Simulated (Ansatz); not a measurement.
# VH2 (Fm-3m): the cell at rest

Task: relax VH2 (Fm-3m) tightly.

Program: Ansatz 0.2.0. Level of theory: DFT PBEsol, scalar-relativistic, plane waves, PAW; PAW set soft_1. Results are calculated unless marked as measured.

**1. The starting structure**

The structure is cubic, space group Fm-3m (No. 225). Conventional cell: a = 4.271 Å, b = 4.271 Å, c = 4.271 Å, α = 90.00°, β = 90.00°, γ = 90.00°. V has 8 H at 1.85 Å nearest. Nearest to H lie 4 V at 1.85 Å. Farther neighbours are not listed.

Coordinates:

```cif
data_structure
_symmetry_space_group_name_H-M 'Fm-3m'
_symmetry_Int_Tables_number 225
_cell_length_a 4.2710
_cell_length_b 4.2710
_cell_length_c 4.2710
_cell_angle_alpha 90.000
_cell_angle_beta 90.000
_cell_angle_gamma 90.000
_cell_volume 77.91
loop_
_atom_site_label
_atom_site_type_symbol
_atom_site_symmetry_multiplicity
_atom_site_Wyckoff_symbol
_atom_site_fract_x
_atom_site_fract_y
_atom_site_fract_z
_atom_site_occupancy
V1 V 4 a 0.00000 0.00000 0.00000 1
H1 H 8 c 0.25000 0.75000 0.75000 1
```

**2. A coarse first look**

A quick single point on a coarse mesh tells whether the cell has a gap and how far it is from rest, which sets the k mesh and smearing that follow.

The input, input.yaml:

```yaml
crystal:
  lattice:
    - [0.0, 2.1355, 2.1355]
    - [2.1355, 0.0, 2.1355]
    - [2.1355, 2.1355, 0.0]
  atoms:
    - { symbol: V, position: [0.0, 0.0, 0.0] }
    - { symbol: H, position: [0.25, 0.25, 0.25] }
    - { symbol: H, position: [0.75, 0.75, 0.75] }
kpoints:
  mp_grid: { grid: [8, 8, 8] }
hamiltonian:
  xc: pbesol
  pseudopotentials: { kind: paw, azcp: { folder: soft_1 }, xc_functional: pbe }
scf:
  occupations: { method: gaussian, width: 0.1 }
output:
  forces: true
  stress: true
  eigenvalues: true
```

The run is started by

```
ansatz run input.yaml --threads 4 --pin off --max-ram 10240MiB --backend cpu --events-out ev --progress --plain --runs-dir out
```

Numbers of over 12 decimals in the logs are rounded to 6 here.

The log of the run:

```text
Engine: ansatz 0.2.0, aarch64-unknown-linux-gnu
Pseudopotentials: kind: paw
Pseudopotential: V, paw, valence charge 13, recommended cutoff 420 eV (normal), soft_1/V.paw.azcp
Pseudopotential: H, paw, valence charge 1, recommended cutoff 420 eV (normal), soft_1/H.paw.azcp
Functional definition: PBEsol
  exchange = pbesol_x
  correlation = pbesol_c
Crystal: 3 atoms, lattice volume = 19.477 Å³
[...]
--- Band table (eV; the first three rows and the last of 29) ---
  k-point 0: bands = [... 4 lower, 1.6339, 11.9865, 11.9865, 11.9865, 13.6732, 13.6732, 14.1923, 28.6403]
  k-point 1: bands = [... 4 lower, 2.0356, 10.5932, 12.1274, 12.1274, 13.6031, 13.6031, 15.7796, 25.8584]
  k-point 2: bands = [... 4 lower, 3.1230, 8.9457, 12.2985, 12.2985, 13.6736, 13.6736, 17.5600, 22.8572]
  k-point 28: bands = [... 4 lower, 6.9737, 6.9737, 10.3328, 13.2550, 14.5139, 16.2926, 16.2926, 19.0648]
[key lines of the parts left out:]
SCF converged after 6 iterations
Free energy (F): -2917.382040 eV
Fermi energy:    12.953310 eV
P = ⅓ Tr σ = -12.2023 GPa (-122.023 kbar)
```

Run time: 0.39 s. Hardware: 4 threads of Arm Neoverse V1, shared host; peak memory 0.26 GiB; 0.92 s of CPU time.

This run has no spin polarisation, although V can carry a moment.

Numbers from this step:

```
pressure          : -12.20 GPa
volume per atom   : 6.492 Å³
gap on the k-mesh : 0 eV
```

The coarse mesh shows no gap and a pressure of -12.2 GPa.

**3. Coarse relaxation**

A rough relaxation comes first, because large forces or stress need no tight tolerances yet.

Edit input.yaml of step 2 so:

```diff
@@ -20 +20,6 @@
   eigenvalues: true
+relax:
+  adjacent_minimum: "off"
+  f_tol: 0.05
+  max_steps: 80
+  cell: { stress_tol: 0.5 }
```

The log of the run:

```text
[...]
Crystal: 3 atoms, lattice volume = 19.477 Å³
Basis set: ecut = 420 eV, 339 PW (Γ), exchange–correlation on 48×48×48 points (8 copies of the dense FFT grid, shifted against one another)
Bands: 12, of which v1, the nominal top of the filled ones, is band 8 counted from 1 (7 counted from 0)
Symmetry: 48 space group operations
[...]
k-points: 29 of 512
[...]
--- Relaxed structure (3 steps of the walk, 3 accepted, 1 SCFs on fresh bases) ---
  F+E_penalty+E_count = -2917.43883160 eV   max|allowed force component| = 2.891e-18 eV/Å   (the final SCF, on the basis selected at the relaxed cell)
  cell:  # Å, volume = 18.1016 Å³
    - [0, 2.083990, 2.083990]
    - [2.083990, 0, 2.083990]
    - [2.083990, 2.083990, 0]
  atoms:
    - { symbol: V, position: [0, 0, 0] }
    - { symbol: H, position: [0.25, 0.25, 0.25] }
    - { symbol: H, position: [0.75, 0.75, 0.75] }
[key lines of the parts left out:]
SCF converged after 6 iterations
Free energy (F): -2917.438832 eV
Fermi energy:    14.151355 eV
P = ⅓ Tr σ = -0.2975 GPa (-2.975 kbar)
```

Run time: 1.2 s. Hardware: 4 threads; peak memory 0.28 GiB.

Step by step:

| step | energy less that of the first step (eV) | largest force component (eV/Å) | pressure (GPa) | volume (Å³) |
| --- | --- | --- | --- | --- |
| 1 | 0.0000 | 0.0000 | -12.20 | 19.48 |
| 2 | -0.0591 | 0.0000 | 1.93 | 17.90 |
| 3 | -0.0597 | 0.0000 | -0.22 | 18.10 |
| 4* | -0.0568 | 0.0000 | -0.30 | 18.10 |

Relaxation steps marked * repeat the geometry before them on a plane-wave basis chosen anew for their cell, so energy and pressure can jump there.

The run keeps the 48 symmetry operations that it works with, so distortions that break them were not tested.

| conventional cell, symmetrised | before | after | change |
| --- | --- | --- | --- |
| a (Å) | 4.271 | 4.168 | -2.4 % |
| b (Å) | 4.271 | 4.168 | -2.4 % |
| c (Å) | 4.271 | 4.168 | -2.4 % |
| volume (Å³/atom) | 6.49 | 6.03 | -7.1 % |

Final coordinates:

```cif
data_structure
_symmetry_space_group_name_H-M 'P 1'
_symmetry_Int_Tables_number 1
_cell_length_a 2.9472
_cell_length_b 2.9472
_cell_length_c 2.9472
_cell_angle_alpha 60.000
_cell_angle_beta 60.000
_cell_angle_gamma 60.000
_cell_volume 18.10
loop_
_atom_site_label
_atom_site_type_symbol
_atom_site_fract_x
_atom_site_fract_y
_atom_site_fract_z
_atom_site_occupancy
V1 V 0.00000 0.00000 0.00000 1
H2 H 0.25000 0.25000 0.25000 1
H3 H 0.75000 0.75000 0.75000 1
```

This step gave:

```
pressure        : -0.2975 GPa
volume per atom : 6.034 Å³
```

In this step the volume went from 6.49 to 6.03 Å³/atom.

**4. Bringing the structure to rest**

Harmonic phonons are second derivatives at a point where the forces vanish, and they are wanted at zero stress, so atoms and cell are relaxed first.

input.yaml, the sections that differ from step 3:

```yaml
crystal:
  lattice:
    - [0.0, 2.0839895944, 2.0839895944]
    - [2.0839895944, 0.0, 2.0839895944]
    - [2.0839895944, 2.0839895944, 0.0]
  atoms:
    - { symbol: V, position: [0.0, 0.0, 0.0] }
    - { symbol: H, position: [0.25, 0.25, 0.25] }
    - { symbol: H, position: [0.75, 0.75, 0.75] }
kpoints:
  mp_grid: { grid: [18, 18, 18] }
relax:
  adjacent_minimum: "off"
  f_tol: 0.005
  max_steps: 80
  cell: { stress_tol: 0.05 }
# hamiltonian, scf, output: as in step 3
```

The log of the run:

```text
[...]
Crystal: 3 atoms, lattice volume = 18.102 Å³
Basis set: ecut = 420 eV, 339 PW (Γ), exchange–correlation on 40×40×40 points (8 copies of the dense FFT grid, shifted against one another)
Bands: 12, of which v1, the nominal top of the filled ones, is band 8 counted from 1 (7 counted from 0)
[... 1 set-up line as in the run before ...]
[...]
k-points: 195 of 5832
[...]
SCF iter   1: F=—  HF=-2918.096409 eV  |F-HF|=—  |Δ(HF+E_count)|=         —  Δρ=1.14e-1  dr2=2.09e0  ethr=3.10e-3  ⟨swp⟩=4.0  Hψ=11673  notcnv=0
[...]
SCF iter   7: F=-2917.450743 eV  HF=-2917.450743 eV  |F-HF|=5.37e-11  |Δ(HF+E_count)|=   4.47e-9  Δρ=7.06e-7  dr2=7.88e-11  ethr=2.36e-10  ⟨swp⟩=2.0  Hψ=7287  notcnv=0
SCF 1 converged in 7 iterations: F = -2917.450743 eV  dr2 = 7.88e-11
[...]
relax step   1: F+E_penalty+E_count = -2917.45074263 eV  Δ(F+E_penalty+E_count) = +0.000e0 eV  max|allowed force component| = 1.349e-18 eV/Å  Δτ_max = 0.0000 Å  P = -0.476 GPa  Ω = 18.102 Å³  (7 SCF iters, dr2 threshold 1.00e-7 eV, accepted)
Crystal: 3 atoms, lattice volume = 18.056 Å³
[...]
SCF iter   6: F=-2917.450930 eV  HF=-2917.450930 eV  |F-HF|=1.36e-12  |Δ(HF+E_count)|=  9.09e-13  Δρ=7.20e-9  dr2=4.81e-15  ethr=1.00e-12  ⟨swp⟩=1.0  Hψ=5460  notcnv=0
SCF 2 converged in 6 iterations: F = -2917.450930 eV  dr2 = 4.81e-15
relax step   2: F+E_penalty+E_count = -2917.45092978 eV  Δ(F+E_penalty+E_count) = -1.872e-4 eV  max|allowed force component| = 3.277e-18 eV/Å  Δτ_max = 0.0000 Å  P = +0.002 GPa  Ω = 18.056 Å³  energy of the carried Pulay correction = +1.200e-4 eV  (6 SCF iters, dr2 threshold 3.00e-7 eV, accepted)
[...]
SCF iter   8: F=-2917.450784 eV  HF=-2917.450784 eV  |F-HF|=0.00e0  |Δ(HF+E_count)|=    0.00e0  Δρ=8.86e-11  dr2=1.23e-18  ethr=1.00e-12  ⟨swp⟩=1.1  Hψ=5472  notcnv=0
SCF 3 converged in 8 iterations: F = -2917.450784 eV  dr2 = 1.23e-18
relax step   3: F+E_penalty+E_count = -2917.45078378 eV  Δ(F+E_penalty+E_count) = +1.460e-4 eV  max|allowed force component| = 5.011e-18 eV/Å  Δτ_max = 0.0000 Å  P = -0.001 GPa  Ω = 18.056 Å³  stress off target by 7.48e-4 GPa  SCF on the basis re-selected at this cell (its energy is not comparable with the rows above)  (8 SCF iters)
[...]
SCF converged after 8 iterations
Free energy (F): -2917.450784 eV
[...]
Internal energy: -2917.444304 eV  (E = F + TS)
E sigma→0 (E₀):  -2917.447544 eV
Entropy (-TS):   -0.006480 eV (-2.160 meV/atom)
Fermi energy:    14.168776 eV
[...]
--- Stress (GPa, compression-positive) ---
       -0.000748      -0.000000      -0.000000
       -0.000000      -0.000748      -0.000000
       -0.000000      -0.000000      -0.000748
  P = ⅓ Tr σ = -0.0007 GPa (-0.007 kbar)
--- Band table (eV; the first three rows and the last of 195) ---
  k-point 0: bands = [... 4 lower, 2.3964, 13.1290, 13.1290, 13.1290, 14.9962, 14.9962, 15.5235, 30.5594]
  k-point 1: bands = [... 4 lower, 2.4832, 12.6925, 13.1634, 13.1634, 14.9758, 14.9758, 16.0123, 29.5101]
  k-point 2: bands = [... 4 lower, 2.7384, 11.8671, 13.2559, 13.2559, 14.9279, 14.9279, 16.9780, 27.9817]
  k-point 194: bands = [... 4 lower, 7.8428, 8.0229, 11.2570, 14.5875, 15.9438, 17.5294, 18.3107, 20.9283]
--- Relaxed structure (2 steps of the walk, 2 accepted, 1 SCFs on fresh bases) ---
[...]
cell:  # Å, volume = 18.0562 Å³
    - [0, 2.082247, 2.082247]
    - [2.082247, 0, 2.082247]
    - [2.082247, 2.082247, 0]
  atoms:
    - { symbol: V, position: [0, 0, 0] }
    - { symbol: H, position: [0.25, 0.25, 0.25] }
    - { symbol: H, position: [0.75, 0.75, 0.75] }
```

Elapsed: 3.4 s, on 4 threads; peak memory 0.34 GiB; 12 s of CPU time.

Little changed from the start: no atom moved by 0.005 Å and no cell edge by 0.1 %.

Numbers from this step:

* pressure: -7.48e-4 GPa
* volume per atom: 6.019 Å³

In this step the volume went from 6.03 to 6.02 Å³/atom.

**5. Relaxing to small forces for the phonons**

Phonons need a cell at rest on their own settings, so the relaxation is repeated with tight tolerances on forces and stress on the k mesh and occupations of the first response run.

input.yaml, the sections that differ from step 4:

```yaml
crystal:
  lattice:
    - [0.0, 2.0822467226, 2.0822467226]
    - [2.0822467226, 0.0, 2.0822467226]
    - [2.0822467226, 2.0822467226, 0.0]
  atoms:
    - { symbol: V, position: [0.0, 0.0, 0.0] }
    - { symbol: H, position: [0.25, 0.25, 0.25] }
    - { symbol: H, position: [0.75, 0.75, 0.75] }
kpoints:
  mp_grid: { grid: [20, 20, 20] }
scf:
  occupations: { method: methfessel_paxton, width: 0.2 }
relax:
  adjacent_minimum: "off"
  f_tol: 0.001
  max_steps: 60
  cell: { stress_tol: 0.01 }
# hamiltonian, output: as in step 4
```

The log of the run:

```text
[...]
Crystal: 3 atoms, lattice volume = 18.056 Å³
Basis set: ecut = 420 eV, 339 PW (Γ), exchange–correlation on 40×40×40 points (8 copies of the dense FFT grid, shifted against one another)
Bands: 12, of which v1, the nominal top of the filled ones, is band 8 counted from 1 (7 counted from 0)
[... 1 set-up line as in the run before ...]
[...]
k-points: 256 of 8000
[...]
k-point 255: bands = [... 4 lower, 7.9341, 7.9341, 11.3031, 14.5358, 15.9487, 17.9112, 17.9112, 20.9193]
--- Relaxed structure (2 steps of the walk, 2 accepted, 1 SCFs on fresh bases) ---
[...]
cell:  # Å, volume = 18.0510 Å³
    - [0, 2.082047, 2.082047]
    - [2.082047, 0, 2.082047]
    - [2.082047, 2.082047, 0]
  atoms:
    - { symbol: V, position: [0, 0, 0] }
    - { symbol: H, position: [0.25, 0.25, 0.25] }
    - { symbol: H, position: [0.75, 0.75, 0.75] }
[key lines of the parts left out:]
SCF converged after 4 iterations
Free energy (F): -2917.447056 eV
Fermi energy:    14.179574 eV
P = ⅓ Tr σ = -0.0004 GPa (-0.004 kbar)
```

Run time: 3.7 s. Hardware: 4 threads; peak memory 0.36 GiB.

Little changed from the start: no atom moved by 0.005 Å and no cell edge by 0.1 %.

This step gave:

| Quantity | Value |
| --- | --- |
| pressure | -4.47e-4 GPa |
| volume per atom | 6.017 Å³ |

The forces vanish by symmetry and the pressure is 0.000 GPa, within the tolerances set. The cell now holds 6.02 Å³/atom.

**6. Outcome**

| Quantity | Value |
| --- | --- |
| space group after relaxation (within 0.01 Å) | Fm-3m |
| lattice constant a | 4.164 Å |
| lattice constant b | 4.164 Å |
| lattice constant c | 4.164 Å |
| volume per atom | 6.02 Å³ |

The forces vanish by symmetry and the pressure is 0.000 GPa, within the tolerances set. The cell now holds 6.02 Å³/atom. The relaxation keeps the symmetry of its start, so it says nothing on stability against lower symmetry. The runs are without spin polarisation, although the cell has an odd electron count. The PAW files were made for PBE and serve the other functionals too.

[Logs are printed without paths, hosts, clocks, repeated set-up lines and the standing remarks that a program may print on its own settings, such as how far it seeks lower states.]

[Hosts, paths, dates, database ids (printed as entryN), source tags and the programs' standing remarks are cut or masked in the printed files.]
